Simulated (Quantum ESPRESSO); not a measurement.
# Near-edge structure at the Ti K edge of Ti (Titanium, Im-3m), part 2 of 3

Aim: the near-edge shape at the Ti K edge of Ti (Titanium, Im-3m), and what the core hole does to it.

Quantum ESPRESSO 7.5; X-ray absorption near-edge structure, plane-wave PAW PBEsol, one-electron final states by a Lanczos continued fraction.

So far. Step 2 (The field without a hole): The mesh shows no gap, so the system is treated as a metal and the core electron is put at the Fermi level (neutral cell). Step 3 (Spectrum without a core hole, Ti atom 1): Main maxima below 30 eV (height): 0.4 eV (0.87), 6.7 eV (0.65), 13.0 eV (1.68), 15.6 eV (2.25), 16.7 eV (1.96), 22.2 eV (1.52), 23.8 eV (1.53) and 29.1 eV (1.73). A K edge sees empty p states.

This is not the structure that Ti takes at ambient pressure and room temperature (hexagonal, No. 194); it is a model or a phase of other conditions.

## (6) The atom with a core hole

Level of this step: all-electron atom with a core hole and its PAW potential, PBEsol, scalar-relativistic (Quantum ESPRESSO).

The final state has one core electron fewer, so a PAW data set is made for an atom with that hole.

Input file Ti.pbesol-nx-kjpaw-1sch.ld1.in:

```
&input
   title='Ti', zed=22., rel=1, iswitch=3, dft='PBESOL',
   config='1s1 2s2 2p6 3s2 3p6 4s2 4p0 3d3'
/
&inputp
   file_pseudopw='Ti.pbesol-nx-kjpaw-1sch.UPF', author='',
   lpaw=.true.,
   pseudotype=3,
   lloc=-1,
   rcloc=2.55,
   which_augfun='PSQ',
   rmatch_augfun_nc=.true.,
   nlcc=.true.,
   new_core_ps=.true.,
   rcore=1.3,
   tm=.true.,
   zval=5,
   lgipaw_reconstruction=.true., use_paw_as_gipaw=.true.
/
6
4S  1  0  2.00  0.00  2.00  2.75  0.0
4S  1  0  0.00  3.00  2.00  2.75  0.0
4P  2  1  0.00  0.00  2.00  2.75  0.0
4P  2  1  0.00  3.00  2.00  2.75  0.0
3D  3  2  3.00  0.00  1.20  2.30  0.0
3D  3  2  0.00  0.30  1.20  2.30  0.0
```

Started as:

```bash
> ld1.x < Ti.pbesol-nx-kjpaw-1sch.ld1.in > Ti.pbesol-nx-kjpaw-1sch.ld1.out
```

Output:

```text
     [... banner and references ...]
PAW data will be used for GIPAW calculation
     --------------------------- All-electron run ----------------------------

     Ti
     scalar relativistic calculation

     atomic number is 22.00
     dft =PBESOL   lsd =0 sic =0 latt =0  beta=0.20 tr2=1.0E-14
     Exchange-correlation= PBESOL
                           (   1   4  10   8   0   0   0)
     mesh =1177 r(mesh) = 100.37945 a.u. xmin = -7.00 dx = 0.01250
     1 Ry =  13.60569312 eV, c = 137.03599908

     n l     nl                  e(Ry)          e(Ha)          e(eV)
     1 0     1S 1( 1.00)      -375.2499      -187.6250     -5105.5354
     2 0     2S 1( 2.00)       -42.9929       -21.4965      -584.9488
     2 1     2P 1( 6.00)       -36.9039       -18.4519      -502.1028
[...]
final scf error:  7.9E-15 reached in  34 iterations

     Etot =   -1339.233061 Ry,    -669.616530 Ha,  -18221.194045 eV

     Ekin =    1348.218736 Ry,     674.109368 Ha,   18343.450390 eV
     Encl =   -3264.281020 Ry,   -1632.140510 Ha,  -44412.805822 eV
     Eh   =     647.016549 Ry,     323.508274 Ha,    8803.108610 eV
     Exc  =     -70.187326 Ry,     -35.093663 Ha,    -954.947223 eV

     normalization and overlap integrals

     s(1S/1S) =  1.000000  <r> =   0.0687  <r2> =    0.0063  r(max) =   0.0449
     s(1S/2S) = -0.002294
     s(1S/3S) = -0.000832
     s(1S/4S) = -0.000221
     s(2S/2S) =  1.000000  <r> =   0.3142  <r2> =    0.1166  r(max) =   0.2616
[...]
s(2P/2P) =  1.000000  <r> =   0.2753  <r2> =    0.0933  r(max) =   0.2089
     s(2P/3P) = -0.000379
     s(2P/4P) = -0.000073
     s(3S/3S) =  1.000000  <r> =   0.9642  <r2> =    1.0732  r(max) =   0.8365
[...]
Ekin =    1348.218736 Ry,     674.109368 Ha,   18343.450390 eV
     Encl =   -3264.281020 Ry,   -1632.140510 Ha,  -44412.805822 eV
     Eh   =     647.016549 Ry,     323.508274 Ha,    8803.108610 eV
     Exc  =     -70.187326 Ry,     -35.093663 Ha,    -954.947223 eV

     normalization and overlap integrals

[...]
s(2S/4S) = -0.000124
     s(2P/2P) =  1.000000  <r> =   0.2753  <r2> =    0.0933  r(max) =   0.2089
     s(2P/3P) = -0.000379
     s(2P/4P) = -0.000073
     s(3S/3S) =  1.000000  <r> =   0.9642  <r2> =    1.0732  r(max) =   0.8365
     s(3S/4S) = -0.000070
     s(3P/3P) =  1.000000  <r> =   1.0188  <r2> =    1.2243  r(max) =   0.8470
     s(3P/4P) = -0.000043
     s(4S/4S) =  1.000000  <r> =   3.3909  <r2> =   13.2806  r(max) =   2.8122
     s(4P/4P) =  1.000000  <r> =   4.6492  <r2> =   25.6325  r(max) =   3.6563
     s(3D/3D) =  1.000000  <r> =   1.4284  <r2> =    2.7640  r(max) =   0.8904

     ------------------------ End of All-electron run ------------------------

     ---------------------- Testing the pseudopotential ----------------------

     Ti
     scalar relativistic calculation

     atomic number is 22.00   valence charge is  5.00
     dft = SLA  PW   PSX  PSC   lsd =0 sic =0 latt =0  beta=0.20 tr2=1.0E-14
     mesh =1177 r(mesh) = 100.37945 xmin = -7.00 dx = 0.01250

     n l     nl             e AE (Ry)        e PS (Ry)    De AE-PS (Ry)
[...]
2 1     4P   1( 0.00)       -0.10859       -0.10859       -0.00000
     3 2     3D   1( 3.00)       -0.40361       -0.40361        0.00000

     eps = 3.6E-18  iter =  4

     Etot =   -1339.233061 Ry,    -669.616530 Ha,  -18221.194045 eV
     Etotps =   -77.014915 Ry,     -38.507457 Ha,   -1047.841295 eV

     Ekin =      31.064069 Ry,      15.532034 Ha,     422.648189 eV
     Encl =     -48.927781 Ry,     -24.463890 Ha,    -665.696372 eV
     Ehrt =      11.036122 Ry,       5.518061 Ha,     150.154092 eV
     Ecxc =     -70.187325 Ry,     -35.093662 Ha,    -954.947204 eV
     (Ecc =     -16.411763 Ry,      -8.205882 Ha,    -223.293415 eV)

     ---------------------- End of pseudopotential test ----------------------
```

It took 1 s on 1 MPI rank of Intel Xeon Platinum 8488C (Sapphire Rapids), shared host; peak memory 0.12 GiB.

Removing the core electron and adding it to the valence shell costs the free atom 4979.2 eV.

## (7) Supercell with XCH, Ti atom 1

The holes are 5.7 Å apart. The excited electron is kept in the cell, where it fills the lowest empty states and screens the hole.

Input file scf.in:

```
&control
   calculation='scf', prefix='x', pseudo_dir='../pp', outdir='tmp', tprnfor=.true.
/
&system
   ibrav=0, nat=8, ntyp=2, nbnd=21
   ecutwfc=40, ecutrho=310
   occupations='smearing', smearing='mv', degauss=0.015
/
&electrons
   conv_thr=8.0e-08, electron_maxstep=120
   mixing_beta=0.5
/
ATOMIC_SPECIES
Ti0 1.0 Ti.pbesol-nx-kjpaw-1sch.UPF
Ti 1.0 Ti.pbesol-nx-kjpaw.UPF
CELL_PARAMETERS angstrom
  -3.28200000 3.28200000 3.28200000
  3.28200000 -3.28200000 3.28200000
  3.28200000 3.28200000 -3.28200000
ATOMIC_POSITIONS crystal
Ti0  0.00000000 0.00000000 0.00000000
Ti   0.00000000 0.00000000 0.50000000
Ti   0.00000000 0.50000000 0.00000000
Ti   0.50000000 0.00000000 0.00000000
Ti   0.00000000 0.50000000 0.50000000
Ti   0.50000000 0.00000000 0.50000000
Ti   0.50000000 0.50000000 0.00000000
Ti   0.50000000 0.50000000 0.50000000
K_POINTS automatic
6 6 6 0 0 0
```

Started as:

```bash
> OMP_NUM_THREADS=1 mpirun --oversubscribe --bind-to none -np 4 pw.x -nk 4 -in scf.in > scf.out
```

Output:

```text
     [... banner and references ...]
[banner, memory and clock lines left out]
using ibrav=0 with symmetry is DISCOURAGED, use correct ibrav instead

     G-vector sticks info

     bravais-lattice index     =            0
     lattice parameter (alat)  =      10.7423  a.u.
     unit-cell volume          =     954.2723 (a.u.)^3
     number of atoms/cell      =            8
     number of atomic types    =            2
     number of electrons       =        33.00
     number of Kohn-Sham states=           21
     kinetic-energy cutoff     =      40.0000  Ry
     charge density cutoff     =     310.0000  Ry
     scf convergence threshold =      8.0E-08
     mixing beta               =       0.5000
     number of iterations used =            8  plain     mixing
     Exchange-correlation= SLA  PW   PSX  PSC
                           (   1   4  10   8   0   0   0)

     celldm(1)=  10.742320  celldm(2)=   0.000000  celldm(3)=   0.000000
     celldm(4)=   0.000000  celldm(5)=   0.000000  celldm(6)=   0.000000

     crystal axes: (cart. coord. in units of alat)
               a(1) = (  -0.577350   0.577350   0.577350 )
               a(2) = (   0.577350  -0.577350   0.577350 )
               a(3) = (   0.577350   0.577350  -0.577350 )

     reciprocal axes: (cart. coord. in units 2 pi/alat)
               b(1) = ( -0.000000  0.866025  0.866025 )
               b(2) = (  0.866025 -0.000000  0.866025 )
               b(3) = (  0.866025  0.866025  0.000000 )

     PseudoPot. #1 for Ti:     Pseudo is Projector augmented-wave + core cor, Zval =  5.0

     PseudoPot. #2 for Ti:     Pseudo is Projector augmented-wave + core cor, Zval =  4.0

[...]
ethr =  1.59E-08,  avg # of iterations =  1.3

     total energy              =    -677.16118426 Ry
     estimated scf accuracy    <       0.00000025 Ry

     iteration # 34     ecut=    40.00 Ry     beta= 0.50
     Davidson diagonalization with overlap
     c_bands:  2 eigenvalues not converged
     ethr =  7.69E-10,  avg # of iterations = 12.6

     End of self-consistent calculation

          k = 0.0000 0.0000 0.0000 (  4093 PWs)   bands (ev):

     1.6683   5.1490   5.1495   5.1495   5.1582   5.1582   5.1582   5.5224
     5.5224   7.0834   7.0834   7.0834   7.1744   7.1744   7.1744   8.4474
     8.4502   8.4924   8.6011   8.6011   8.6012

     [... bands of 15 further k-points ...]

     the Fermi energy is     7.5657 ev

!    total energy              =    -677.16118449 Ry
     total all-electron energy =    -13279.902533 Ry
     estimated scf accuracy    <       0.00000001 Ry
     smearing contrib. (-TS)   =       0.00114343 Ry
     internal energy E=F+TS    =    -677.16232792 Ry

     The total energy is F=E-TS. E is the sum of the following terms:
     one-electron contribution =      46.51189746 Ry
     hartree contribution      =       3.94477216 Ry
     xc contribution           =    -164.12572731 Ry
     ewald contribution        =     -80.09494790 Ry
     one-center paw contrib.   =    -483.39832233 Ry

     convergence has been achieved in  34 iterations

     Forces acting on atoms (cartesian axes, Ry/au):

     atom    1 type  1   force =    -0.00000000   -0.00000000   -0.00000000
     atom    2 type  2   force =    -0.00000000   -0.00000000   -0.00000000
     atom    3 type  2   force =    -0.00000000   -0.00000000   -0.00000000
[...]
atom    7 type  2   force =    -0.00000000   -0.00000000    0.00000000
     atom    8 type  2   force =    -0.00000000    0.00000000    0.00000000

     Total force =     0.000000     Total SCF correction =     0.000000

     XML data file, charge density, pseudopotentials, collected wavefunctions
```

It took 56 s on 4 MPI ranks; peak memory 0.18 GiB.

Energy with the hole: -180682.279 eV, cores included.

## (8) Spectrum with XCH, Ti atom 1

The Lanczos recursion gives the spectrum without computing empty bands; each polarisation needs a run of its own on the full k mesh. xe0 is set between filled and empty states, and states below it are cut, here at the Fermi level, which holds the excited electron. The file of filecore holds the core orbital, taken from the hole-free data set.

Input file xspectra.in:

```
&input_xspectra
   calculation='xanes_dipole', edge='K'
   prefix='x', outdir='tmp', xiabs=1, xe0=7.5657
   xonly_plot=.false., x_save_file='xanes.sav'
   xniter=3000, xcheck_conv=20, xerror=0.005
   xcoordcrys=.false., xepsilon(1)=1, xepsilon(2)=0, xepsilon(3)=0
/
&plot
   xnepoint=413, xemin=-10, xemax=45, terminator=.true., cut_occ_states=.true.
   xgamma=0.4
/
&pseudos
   filecore='../Ti.wfc'
/
&cut_occ
   cut_desmooth=0.1, cut_stepl=0.05, cut_stepu=0.05, cut_ierror=1e-5
/
5 5 5 0 0 0
```

Started as:

```bash
> OMP_NUM_THREADS=1 mpirun --oversubscribe --bind-to none -np 4 xspectra.x -nk 4 -in xspectra.in > xspectra.out
```

Output:

```text
     [... banner and references ...]
Reading input_file

     calculation: xanes_dipole

     xepsilon  [cartesian coordinates]:   1.000000   0.000000   0.000000

     xonly_plot: FALSE
        => complete calculation: Lanczos + spectrum plot

     filecore (core-wavefunction file): ../Ti.wfc

     main plot parameters:
        cut_occ_states: TRUE
        gamma_mode:  constant
        -> using xgamma [eV]:  0.40
        xemin [eV]: -10.00
        xemax [eV]:  45.00
        xnepoint:  413
        xe0 [eV]:   7.565700 (energy zero read in input file)

     WARNING: variable ef_r is obsolete

                      Reading SCF save directory: x.save

     tmp/x.save/

     Exchange-correlation= PBESOL
                           (   1   4  10   8   0   0   0)

     G-vector sticks info

                           Getting the Fermi energy

     From SCF save directory:
        ehomo [eV]:    7.9211 (highest occupied level)
        elumo [eV]:    7.9344 (lowest occupied level)
        ef    [eV]:    7.9211

     -> ef (in eV) will be written in x_save_file

                           Energy zero of the spectrum

     -> ef will NOT be used as energy zero of the spectrum
       (because xe0 read in input file)

     G-vector sticks info

     bravais-lattice index     =            0
     lattice parameter (alat)  =      10.7423  a.u.
     unit-cell volume          =     954.2723 (a.u.)^3
     number of atoms/cell      =            8
     number of atomic types    =            2
     number of electrons       =        33.00
     number of Kohn-Sham states=           21
     kinetic-energy cutoff     =      40.0000  Ry
     charge density cutoff     =     310.0000  Ry
     Exchange-correlation= PBESOL
                           (   1   4  10   8   0   0   0)

     celldm(1)=  10.742320  celldm(2)=   0.000000  celldm(3)=   0.000000
     celldm(4)=   0.000000  celldm(5)=   0.000000  celldm(6)=   0.000000

     crystal axes: (cart. coord. in units of alat)
               a(1) = (  -0.577350   0.577350   0.577350 )
               a(2) = (   0.577350  -0.577350   0.577350 )
               a(3) = (   0.577350   0.577350  -0.577350 )

     reciprocal axes: (cart. coord. in units 2 pi/alat)
               b(1) = ( -0.000000  0.866025  0.866025 )
               b(2) = (  0.866025 -0.000000  0.866025 )
               b(3) = (  0.866025  0.866025  0.000000 )

     PseudoPot. #1 for Ti:     Pseudo is Projector augmented-wave + core cor, Zval =  5.0

     PseudoPot. #2 for Ti:     Pseudo is Projector augmented-wave + core cor, Zval =  4.0

     atomic species   valence    mass     pseudopotential
     Ti0               5.00     1.00000     Ti( 1.00)
     Ti                4.00     1.00000     Ti( 1.00)

     48 Sym. Ops., with inversion, found

   Cartesian axes

     site n.     atom                  positions (alat units)
         1        Ti0    tau(   1) = (   0.0000000   0.0000000   0.0000000  )
         2        Ti     tau(   2) = (   0.2886751   0.2886751  -0.2886751  )
         3        Ti     tau(   3) = (   0.2886751  -0.2886751   0.2886751  )
         4        Ti     tau(   4) = (  -0.2886751   0.2886751   0.2886751  )
         5        Ti     tau(   5) = (   0.5773503   0.0000000   0.0000000  )
         6        Ti     tau(   6) = (   0.0000000   0.5773503   0.0000000  )
         7        Ti     tau(   7) = (   0.0000000   0.0000000   0.5773503  )
         8        Ti     tau(   8) = (   0.2886751   0.2886751   0.2886751  )

     number of k points=   125  Marzari-Vanderbilt smearing, width (Ry)=  0.0150

     Number of k-points >= 100: set verbosity='high' to print them.

     Dense  grid:    88047 G-vectors     FFT dimensions: (  64,  64,  64)

     Smooth grid:    32565 G-vectors     FFT dimensions: (  45,  45,  45)

     The potential is recalculated from file :
     tmp/x.save/charge-density

     Starting wfcs are   72 atomic wfcs
     Checking if some PAW data can be deallocated...

               Reading core wavefunction file for the absorbing atom

     ../Ti.wfc successfully read

                              Attributing the PAW radii
                     for the absorbing atom [units: Bohr radius]

        PAW proj 1: r_paw(l= 0)= 4.12  (1.5*r_cut)
        PAW proj 2: r_paw(l= 0)= 4.12  (1.5*r_cut)
        PAW proj 3: r_paw(l= 1)= 4.12  (1.5*r_cut)
        PAW proj 4: r_paw(l= 1)= 4.12  (1.5*r_cut)
        PAW proj 5: r_paw(l= 2)= 3.45  (1.5*r_cut)
        PAW proj 6: r_paw(l= 2)= 3.45  (1.5*r_cut)

        NB: The calculation will not necessary use all these r_paw values.
            - For a edge in the electric-dipole approximation,
              only the r_paw(l=1) values are used.
            - For a K edge in the electric-quadrupole approximation,
              only the r_paw(l=2) values are used.

            - For a L2 or L3 edge in the electric-quadrupole approximation,

              all projectors (s, p and d) are used.

                          Starting XANES calculation
                     in the electric dipole approximation

     Method of calculation based on the Lanczos recursion algorithm
        - STEP 1: Construction of a kpoint-dependent Lanczos basis,
          in which the Hamiltonian is tridiagonal (each 'iter'
          corresponds to the calculation of one more Lanczos vector)
        - STEP 2: Calculation of the cross-section as a continued fraction
          averaged over the k-points.

     ... Begin STEP 1 ...

        Radial transition matrix element(s) used in the calculation of the
        initial vector of the Lanczos basis (|tilde{phi}_abs> normalized)
        | For PAW proj. (l=1) #1: radial matrix element =   0.005607935
        | For PAW proj. (l=1) #2: radial matrix element =   0.009564726

NB: the    32 k-point are not all listed below because npool=  4
        |-------------------------------------------------------------
        ! k-point #     1:  ( 0.0000,  0.0000,  0.0000),  0.0160,   1
        |-------------------------------------------------------------
 okvan= T
        |   Norm of the initial Lanczos vector: 0.68891886E-02
        |   Estimated error at iter     20:   1.00616213
        |   Estimated error at iter     40:   0.78060450
        |   Estimated error at iter     60:   0.18608148
        |   Estimated error at iter     80:   0.03884126
        !   => CONVERGED at iter    100 with error=  0.00028224
        |-------------------------------------------------------------
        ! k-point #     2:  ( 0.1732,  0.1732,  0.0000),  0.0160,   1
        |-------------------------------------------------------------
 okvan= T
        |   Norm of the initial Lanczos vector: 0.68892379E-02
        |   Estimated error at iter     20:   1.00610926
[...]
!   => CONVERGED at iter    360 with error=  0.00330614
        |-------------------------------------------------------------
     [... 29 further k-points ...]
        ! k-point #    32:  ( 0.3464,  0.3464,  0.3464),  0.0160,   1
        |-------------------------------------------------------------
 okvan= T
        |   Norm of the initial Lanczos vector: 0.68893293E-02
[...]
|   Estimated error at iter    240:   0.00703484
        |   Estimated error at iter    260:   0.01751780
        |   Estimated error at iter    280:   0.01477682
        !   => CONVERGED at iter    300 with error=  0.00269507

     Results of STEP 1 successfully written in x_save_file
     x_save_file name:
     ->  xanes.sav
     x_save_file version:  2

     ... End STEP 1 ...

     ... Begin STEP 2 ...

     The spectrum is calculated using the following parameters:
        xe0 [eV]:    7.5657
        the occupied states are elimintate from the spectrum
        xemin [eV]: -10.00
        xemax [eV]:  45.00
        xnepoint:  413
        constant broadening parameter [eV]:    0.400
        Core level energy [eV]:  -4966.
         (from electron binding energy of neutral atoms in X-ray data booklet)

     Cross-section successfully written in xanes.dat

     ... End STEP 2 ...

                                END JOB XSpectra
```

Run time: 46 s. Hardware: 4 MPI ranks; peak memory 0.14 GiB.

The Ti K spectrum, Ti atom 1, excited-electron core hole (neutral cell) (energy from the energy zero of the input (xe0, at the border of filled and empty states); intensity scaled to a mean of 1 over the first 20 eV; the points at xe0, where the cut of filled states can leave a spike, are interpolated):

```tsv
E (eV)	intensity
-2.0	0.05
-1.0	0.10
0.0	0.51
1.0	0.39
2.0	0.33
3.0	0.32
4.0	0.37
5.0	0.63
6.0	0.65
7.0	0.49
8.0	0.69
9.0	1.12
10.0	1.21
11.0	1.53
12.0	1.25
13.0	1.67
14.0	1.41
15.0	1.78
16.0	1.75
17.0	1.44
18.0	1.13
19.0	0.88
20.0	0.99
21.0	1.13
22.0	1.52
23.0	1.41
24.0	1.50
25.0	1.25
26.0	1.04
27.0	1.07
28.0	1.35
29.0	1.83
30.0	1.18
31.0	1.43
32.0	1.56
```

Main maxima below 30 eV (height): 0.4 eV (0.71), 6.0 eV (0.65), 11.2 eV (1.58), 12.8 eV (1.72), 15.4 eV (2.30), 16.7 eV (1.87), 23.6 eV (1.57) and 29.0 eV (1.83). 

The total-energy difference is 4977.68 eV. One term is added: -22.82 eV, since the hole is spin-paired here and a spin-polarised one costs that much less in the free atom (computed apart). The photon energy is then 4954.86 eV. The tabulated edge of the element is 4966 eV. The functional leaves an error in such absolute values: in the free atom PBEsol prices this hole 6.2 eV below PBE (computed apart), and PBE is itself good to a few eV.

[end of part 2 of 3]

[Banner, clock and machine lines of the logs are left out without a mark of their own.]

[Logs are printed without paths, hosts, clocks, repeated set-up lines and the standing remarks that a program may print on its own settings, such as how far it seeks lower states.]

[Hosts, paths, dates, database ids (printed as entryN), source tags and the programs' standing remarks are cut or masked in the printed files.]

[Lists of maxima count a maximum above −3 eV only where it reaches 4 % of the highest in the window and stands out from its surroundings by 2 % of it (1.5 % where it reaches 55 %); shoulders and weaker maxima are passed over, and of the rest the first, up to two pre-edge ones and the few strongest are named.]
